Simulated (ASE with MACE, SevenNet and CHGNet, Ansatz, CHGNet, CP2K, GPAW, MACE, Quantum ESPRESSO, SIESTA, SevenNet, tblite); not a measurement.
# Running Pt(100)/Be(0001) interface (64 atoms) with machine-learned potentials

Aim: run Pt(100)/Be(0001) interface (64 atoms) in machine-learned potentials and see how near its forces come to a plane-wave reference, and at what cost.

Calculated with ASE with MACE, SevenNet and CHGNet; the method is named at each step.

**1. The starting structure**

The cell holds 64 atoms: 24 Pt and 40 Be. Its edges and angles: a = 7.883 Å, b = 6.126 Å, c = 15.503 Å, α = 90.0°, β = 90.0°, γ = 108.8°. Fcc Pt(100), 4 repeat layers, 6 surface cells, strained +0.45 and -1.26 %; hcp Be(0001), 2 layers, 10 cells, -0.45 and +1.29 %; outer planes 2.22 Å apart and 2.02 Å at the second interface of the periodic stack; not relaxed, displaced by a Gaussian of 0.02 Å. Then every atom was moved at random, 0.05 Å r.m.s. a Cartesian component. Regions: Pt, 24 atoms (24 Pt); Be, 40 atoms (40 Be). The structure's axis is c.

The yardstick, on the same geometry:

```
method                 : Kohn-Sham DFT, PBE, PAW, plane waves (Ansatz 0.2.0); cutoff 420 eV, Γ point, fermi-dirac smearing of 0.05 eV; PAW set soft_2
r.m.s. force component : 0.773 eV/Å
longest force          : 2.886 eV/Å
pressure               : 4.388 GPa
SCF cycles             : 10
time                   : 11 s on 4 threads of Arm Neoverse V1, shared host
CPU time               : 32 s
```

**2. MACE MPA-0 medium potential**

Method: machine-learned interatomic potential MACE MPA-0 medium, trained on PBE(+U) plane-wave data.

Input file run.py:

```python
import numpy as np
from ase.io import read
import mlip  # loads the published weights by name

atoms = read("structure.xyz")
atoms.calc = mlip.calc("mace-mpa-0-medium")
energy = atoms.get_potential_energy()
forces = atoms.get_forces()
print(f"energy {energy:.6f} eV")
print("forces (eV/A)")
for i, (a, f) in enumerate(zip(atoms, forces)):
    print(f"{i:4d} {a.symbol:2s} {f[0]:10.5f} {f[1]:10.5f} {f[2]:10.5f}")
stress = -atoms.get_stress(voigt=False) * 160.21766
print("stress (GPa, compression positive)")
for row in stress:
    print(" ".join(f"{x:10.4f}" for x in row))
```

Input file structure.xyz:

```xyz
64
Lattice="7.88350 0.00000 0.00000 -1.97134 5.80046 0.00000 0.00000 0.00000 15.50256" Properties=species:S:1:pos:R:3 pbc="T T T"
Pt 3.94419 3.93410 0.00899
Pt 4.00467 1.90534 1.94433
Pt 3.98575 3.82668 3.96168
Pt 3.95596 1.97627 5.77904
Pt 5.90145 1.91270 0.00403
Pt 5.95702 0.05725 2.01967
Pt 5.88998 2.00934 3.94230
Pt 5.88192 0.00615 5.99344
Pt -0.05415 3.82065 15.42040
Pt 0.07069 2.00980 1.93332
Pt -0.07973 3.80429 3.88587
Pt -0.03873 1.95458 5.93919
Pt 2.03658 1.96415 0.01721
Pt -0.07965 5.73770 1.90914
Pt 2.01498 2.02842 3.95222
Pt -0.07429 5.75696 5.96849
Pt 3.93517 0.02448 0.07178
Pt 2.04893 3.84385 2.00448
Pt 1.90648 5.70812 3.99594
Pt 1.95525 3.82836 5.86074
Pt -1.94958 5.76937 0.00264
Pt 5.96317 3.79188 2.11796
Pt 7.82816 0.01856 4.00881
Pt 5.91754 3.89043 5.98492
Be 1.57232 0.54130 8.07342
Be -1.01079 5.04350 9.93916
Be 1.57895 0.45406 11.62475
Be -0.91907 5.10417 13.46552
Be -0.27382 3.96850 8.17341
Be 6.92007 2.77030 9.86598
Be -0.28750 4.05771 11.63932
Be -0.92437 2.85139 13.45700
Be -0.34868 1.67152 8.07575
Be 6.94178 0.46056 9.93296
Be -0.25289 1.55110 11.54507
Be 6.88378 0.47442 13.49219
Be 5.61745 5.13016 8.17093
Be 5.13115 3.96815 10.01620
Be 5.55493 5.18631 11.80566
Be 4.93463 4.03654 13.43514
Be 5.67400 2.82204 8.15233
Be 4.92934 1.62738 9.95450
Be 5.60019 2.84484 11.84954
Be 4.92061 1.64402 13.52304
Be 5.62600 0.47987 8.18101
Be 3.04971 5.19188 9.84831
Be 5.66255 0.42407 11.70381
Be 3.03395 5.07563 13.43467
Be 3.51233 3.94524 8.21341
Be 3.00937 2.92691 9.93916
Be 3.71084 3.93294 11.71373
Be 2.91947 2.81868 13.45669
Be 3.65133 1.58150 8.17853
Be 3.03552 0.50528 10.01310
Be 3.61208 1.76172 11.67064
Be 3.09148 0.44385 13.41995
[... 4 atom lines left out ...]
Be 1.69250 2.84089 8.12815
Be 1.03970 1.66148 9.83622
Be 1.76355 2.80974 11.78257
Be 0.98149 1.76989 13.50862
```

Started as:

```
$ OMP_NUM_THREADS=1 python run.py > output.txt
```

The log of the run:

```text
energy -296.647902 eV
forces (eV/A)
   0 Pt    0.05635   -0.29068   -1.24235
   1 Pt   -0.79256   -0.04939    0.57170
   2 Pt   -0.47195    1.67826   -0.26013
   3 Pt   -0.16142   -1.02977    3.27534
   4 Pt    0.38597    0.12854   -1.23786
   5 Pt    0.21759   -0.69459    0.03606
   6 Pt    0.36165   -2.42078    0.95194
   7 Pt    0.03331   -0.21226    1.32841
   8 Pt    0.53160    0.28974   -1.21365
   9 Pt   -0.01248   -1.32262    0.01692
  10 Pt    1.51149    1.20481    1.48619
  11 Pt    0.42220   -0.10076    1.17953
  12 Pt   -0.21407   -0.23165   -1.33180
  13 Pt    0.88784    0.60411    0.80773
  14 Pt   -0.72976   -2.04531   -0.47149
  15 Pt    0.92104    0.29202    1.10888
  16 Pt   -0.01635   -0.59510   -1.95453
  17 Pt   -0.37781    0.81123   -0.52891
  18 Pt    0.23762    0.86192   -0.73324
  19 Pt   -0.07412    0.58900    3.02485
  20 Pt   -0.07649    0.26756   -1.24482
  21 Pt   -1.30965    1.47560   -2.80326
  22 Pt    0.64371    0.54490   -0.32017
  23 Pt   -0.25258   -0.07662    1.98075
[...]
56 Be    0.17131   -0.21889   -1.05495
  57 Be   -0.09957   -0.23967   -0.13249
  58 Be   -0.30215   -0.12168   -0.42758
  59 Be    0.15401    0.32354    0.93399
  60 Be   -0.30318   -0.04024   -0.61280
  61 Be    0.04825    0.07408    0.37513
  62 Be   -0.63499    0.03545   -1.06836
  63 Be   -0.00655   -0.66957    0.15732
stress (GPa, compression positive)
    1.3667     0.1660    -0.1700
    0.1660     0.1167    -0.2421
   -0.1700    -0.2421     0.2705
```

Wall time 9.9 s (1 thread of Arm Neoverse V1, shared host); peak memory 1.1 GiB.

Banners, paths, timers and routine set-up lines are dropped from the logs unmarked, and long logs keep their key lines alone; longer cuts are marked.

Compared with the plane-wave run:

```
r.m.s. force component                  : 0.7571 eV/Å
r.m.s. difference of force components   : 351.9 meV/Å
longest difference of force vectors     : 1713 meV/Å
force difference over r.m.s. force      : 45.53 %
slope of forces against the reference's : 0.876
correlation of force components         : 0.8944
pressure                                : 0.5846 GPa
pressure difference                     : -3.803 GPa
```

Length of the force difference by element (eV/Å):

```csv
element,atoms,mean,most
Be,40,0.46,0.87
Pt,24,0.67,1.7
```

Local excerpt of 12 atoms (numbers count through the whole input) about Pt24, picked at random; x, y, z are measured from there.

```csv
atom,x,y,z,distance (Å),Fx,Fy,Fz (eV/Å)
Pt24,0.00,0.00,0.00,0.00,-0.25,-0.08,1.98
Be41,-0.24,-1.07,2.17,2.43,-0.55,0.03,-0.62
Be37,-0.30,1.24,2.19,2.53,-0.34,-0.19,-0.83
Pt16,1.89,1.87,-0.02,2.66,0.92,0.29,1.11
Pt12,1.93,-1.94,-0.05,2.73,0.42,-0.10,1.18
Pt4,-1.96,-1.91,-0.21,2.75,-0.16,-1.03,3.28
Pt23,-0.06,1.93,-1.98,2.76,0.64,0.54,-0.32
Be29,1.69,0.08,2.19,2.77,-0.31,0.05,-1.23
Pt8,-2.01,1.92,0.01,2.77,0.03,-0.21,1.33
Pt7,-0.03,-1.88,-2.04,2.78,0.36,-2.42,0.95
Pt3,-1.93,-0.06,-2.02,2.80,-0.47,1.68,-0.26
Pt11,1.89,-0.09,-2.10,2.82,1.51,1.20,1.49
```

Atoms are counted from 1 here, from 0 in the log.

Forces lie 46 % from the reference's, at 0.24 times its CPU time (on 1 against 4 cores).

**3. SevenNet l3i5 potential**

Method: machine-learned interatomic potential SevenNet l3i5, trained on PBE(+U) plane-wave data.

run.py: that of step 2 with these lines changed.

```diff
@@ -5,3 +5,3 @@
 atoms = read("structure.xyz")
-atoms.calc = mlip.calc("mace-mpa-0-medium")
+atoms.calc = mlip.calc("7net-l3i5")
 energy = atoms.get_potential_energy()
```

structure.xyz is that of step 2.

The log of the run:

```text
energy -296.347778 eV
forces (eV/A)
   0 Pt   -0.04791   -0.21940   -1.20672
   1 Pt   -0.75987    0.06344    0.11289
   2 Pt   -0.63853    1.75695   -0.02667
   3 Pt   -0.12832   -1.20389    3.26125
   4 Pt    0.63858    0.30741   -0.91295
   5 Pt   -0.05532   -0.67125   -0.14756
   6 Pt    0.37728   -2.72581    1.41817
   7 Pt    0.08465   -0.16465    1.12847
   8 Pt    0.58783    0.34630   -1.43530
   9 Pt    0.00833   -1.34421   -0.35752
  10 Pt    1.82242    1.13855    1.90713
  11 Pt    0.49784   -0.14945    0.81301
  12 Pt   -0.05657   -0.11062   -1.11360
  13 Pt    0.85022    0.66864    0.62962
  14 Pt   -0.82264   -2.06249   -0.09810
  15 Pt    0.89609    0.43872    0.84574
  16 Pt    0.11432   -0.85144   -1.49278
  17 Pt   -0.26938    0.72827   -0.90807
  18 Pt    0.17388    0.96294   -0.29934
  19 Pt    0.00276    0.52927    3.28403
  20 Pt   -0.04480    0.26731   -0.91160
  21 Pt   -1.34949    1.52606   -3.29082
  22 Pt    0.41363    0.62206   -0.02938
  23 Pt   -0.18230   -0.10899    2.49085
[...]
56 Be    0.16936   -0.07229   -1.55336
  57 Be   -0.10694   -0.26151    0.11655
  58 Be   -0.37108   -0.05115   -0.73142
  59 Be   -0.16413    0.53759    1.45778
  60 Be   -0.35392   -0.22305   -1.08114
  61 Be   -0.00249    0.01297    0.33292
  62 Be   -0.67566   -0.07214   -1.56713
  63 Be   -0.08106   -1.28066    0.09115
stress (GPa, compression positive)
    9.7233     0.1688     0.2744
    0.1688     8.7625    -0.1077
    0.2744    -0.1077     6.0098
```

Elapsed: 12 s, on 1 thread; peak memory 1.5 GiB.

Against the reference:

| Quantity | Value |
| --- | --- |
| r.m.s. force component | 0.8499 eV/Å |
| r.m.s. difference of force components | 403.6 meV/Å |
| longest difference of force vectors | 2172 meV/Å |
| force difference over r.m.s. force | 52.21 % |
| slope of forces against the reference's | 0.9682 |
| correlation of force components | 0.8805 |
| pressure | 8.165 GPa |
| pressure difference | 3.778 GPa |

Against the first run (46 %), the force difference from the reference is 52 %, at 1.3 times the CPU time.

**4. CHGNet r2SCAN potential**

Method: machine-learned interatomic potential CHGNet r2SCAN, trained on r2SCAN plane-wave data.

run.py: that of step 3 with these lines changed.

```diff
@@ -5,3 +5,3 @@
 atoms = read("structure.xyz")
-atoms.calc = mlip.calc("7net-l3i5")
+atoms.calc = mlip.calc("chgnet-r2scan")
 energy = atoms.get_potential_energy()
```

structure.xyz is that of step 3.

The log of the run:

```text
CHGNet vr2scan initialized with 412,525 parameters
CHGNet will run on cpu
energy -1417.001709 eV
forces (eV/A)
   0 Pt   -0.00047   -0.02972   -0.87058
   1 Pt   -0.33767   -0.11179    0.04343
   2 Pt   -0.24280    0.98384    0.07330
   3 Pt   -0.04496   -0.64054    2.08970
   4 Pt    0.31484    0.01636   -0.68548
   5 Pt    0.12152   -0.25598   -0.17452
   6 Pt    0.22993   -1.34429    0.77892
   7 Pt    0.08705   -0.19955    0.74113
   8 Pt    0.41650    0.13287   -0.84416
   9 Pt    0.16855   -0.69561   -0.26652
  10 Pt    0.83513    0.66297    0.97056
  11 Pt    0.38541   -0.03523    0.55782
  12 Pt   -0.01354   -0.11747   -0.81503
  13 Pt    0.36357    0.27515    0.11058
  14 Pt   -0.33695   -0.98057   -0.06497
  15 Pt    0.41496   -0.10836    0.57442
  16 Pt    0.03865   -0.27089   -1.20534
  17 Pt   -0.14115    0.43373   -0.38898
  18 Pt    0.01209    0.33128    0.01339
  19 Pt    0.01808    0.41725    2.02179
  20 Pt   -0.10671    0.09798   -0.81815
  21 Pt   -0.65213    0.80518   -1.59456
  22 Pt    0.25252    0.28132    0.20571
  23 Pt   -0.02645    0.07040    1.47046
[...]
56 Be    0.07517   -0.21873   -1.01481
  57 Be    0.05379   -0.21997   -0.10445
  58 Be   -0.13177    0.02250   -0.19097
  59 Be    0.08918    0.25276    0.93157
  60 Be   -0.35241   -0.12783   -0.81859
  61 Be    0.04726    0.08511    0.09647
  62 Be   -0.48017   -0.14351   -0.76340
  63 Be   -0.15405   -0.56836    0.26405
stress (GPa, compression positive)
    0.2815     0.1574    -0.0428
    0.1574    -0.6782    -0.1207
   -0.0428    -0.1207    -1.6692
```

Elapsed: 3.7 s, on 1 thread; peak memory 1.4 GiB.

Compared with the plane-wave run:

| Item | Value |
| --- | --- |
| r.m.s. force component | 0.5057 eV/Å |
| r.m.s. difference of force components | 409.7 meV/Å |
| longest difference of force vectors | 1874 meV/Å |
| force difference over r.m.s. force | 53.01 % |
| slope of forces against the reference's | 0.5735 |
| correlation of force components | 0.8766 |
| pressure | -0.6886 GPa |
| pressure difference | -5.076 GPa |

Against the first run (46 %), the force difference from the reference is 53 %, at 0.45 times the CPU time; this potential was trained at another functional than the reference's, which explains only part of so large a difference.

**5. All runs compared**

Differences are against the plane-wave reference, forces as r.m.s. over components; share is that over the reference's r.m.s. force, slope the least-squares factor from reference forces to these. Total energies of different programs have different zeros and aren't compared.

```csv
run,"Δ force, r.m.s. (meV/Å)",share (%),slope,Δ pressure (GPa),cores,CPU time,memory (GiB)
reference,-,-,-,-,4,32 s,1.0
MACE MPA-0 medium potential,352,45.5,0.876,-3.80,1,7.5 s,1.1
SevenNet l3i5 potential,404,52.2,0.968,3.78,1,9.4 s,1.5
CHGNet r2SCAN potential,410,53.0,0.574,-5.08,1,3.4 s,1.4
```

Times of the machine-learned potentials are mostly Python's start and the loading of weights.

CPU time is summed over cores on a shared host, where runs went side by side, so it is rough. Symmetry, cutoffs, thresholds, outputs and thread counts weren't matched or tuned between programs; memory under MPI is the largest rank's times the ranks.

A second geometry, displaced anew (every atom was moved at random, 0.04 Å r.m.s. a Cartesian component), gives an energy difference that all programs can be tested on. The reference puts it at -13.94 meV/atom.

```csv
run,energy less the first geometry's (meV/atom),error (meV/atom),force share at the second geometry (%)
MACE MPA-0 medium potential,-11.30,2.64,43.5
SevenNet l3i5 potential,-13.91,0.0304,52.6
CHGNet r2SCAN potential,-6.886,7.05,53.2
```

**6. Outcome**

| Quantity | Value |
| --- | --- |
| nearest in forces | MACE MPA-0 medium potential, 46 % |
| its CPU time | 7.5 s |

In words: Machine-learned potentials differ by 46 % (MACE MPA-0 medium potential) to 53 % (CHGNet r2SCAN potential); they were trained on other programs' data, some at another functional. The energy difference between the two geometries, -13.9 meV/atom in the reference, is met best by SevenNet l3i5 potential (+0.0304) and worst by CHGNet r2SCAN potential (+7.05). Machine-learned potentials mimic data converged in k, so the reference's own k-point error enters their differences. The cell is under 6 Å thick along one periodic direction, so every atom has periodic images of itself close by, which move with it and show among its neighbours and in g(r). The reference's stress is far from hydrostatic: its diagonal is 15.5, -0.2, -2.2 GPa, compression counted positive. The host structure and its lattice constant were typed by rule, without a check against the phase diagram. The reference's pressure of 4.4 GPa belongs to a cell and atoms that aren't relaxed at this level. The electronic-structure runs sample only Γ, in a cell whose shortest periodic width is 6 Å, which is coarse for a cell with partly filled levels. Spin–orbit coupling is left out, which matters for the levels of the heavy elements.

[Also dropped from logs without a mark: logging warnings of Python, and SIESTA's first energy breakdown and zero terms.]

[Logs are printed without paths, hosts, clocks, repeated set-up lines and the standing remarks that a program may print on its own settings, such as how far it seeks lower states.]

[Hosts, paths, dates, database ids (printed as entryN), source tags and the programs' standing remarks are cut or masked in the printed files.]
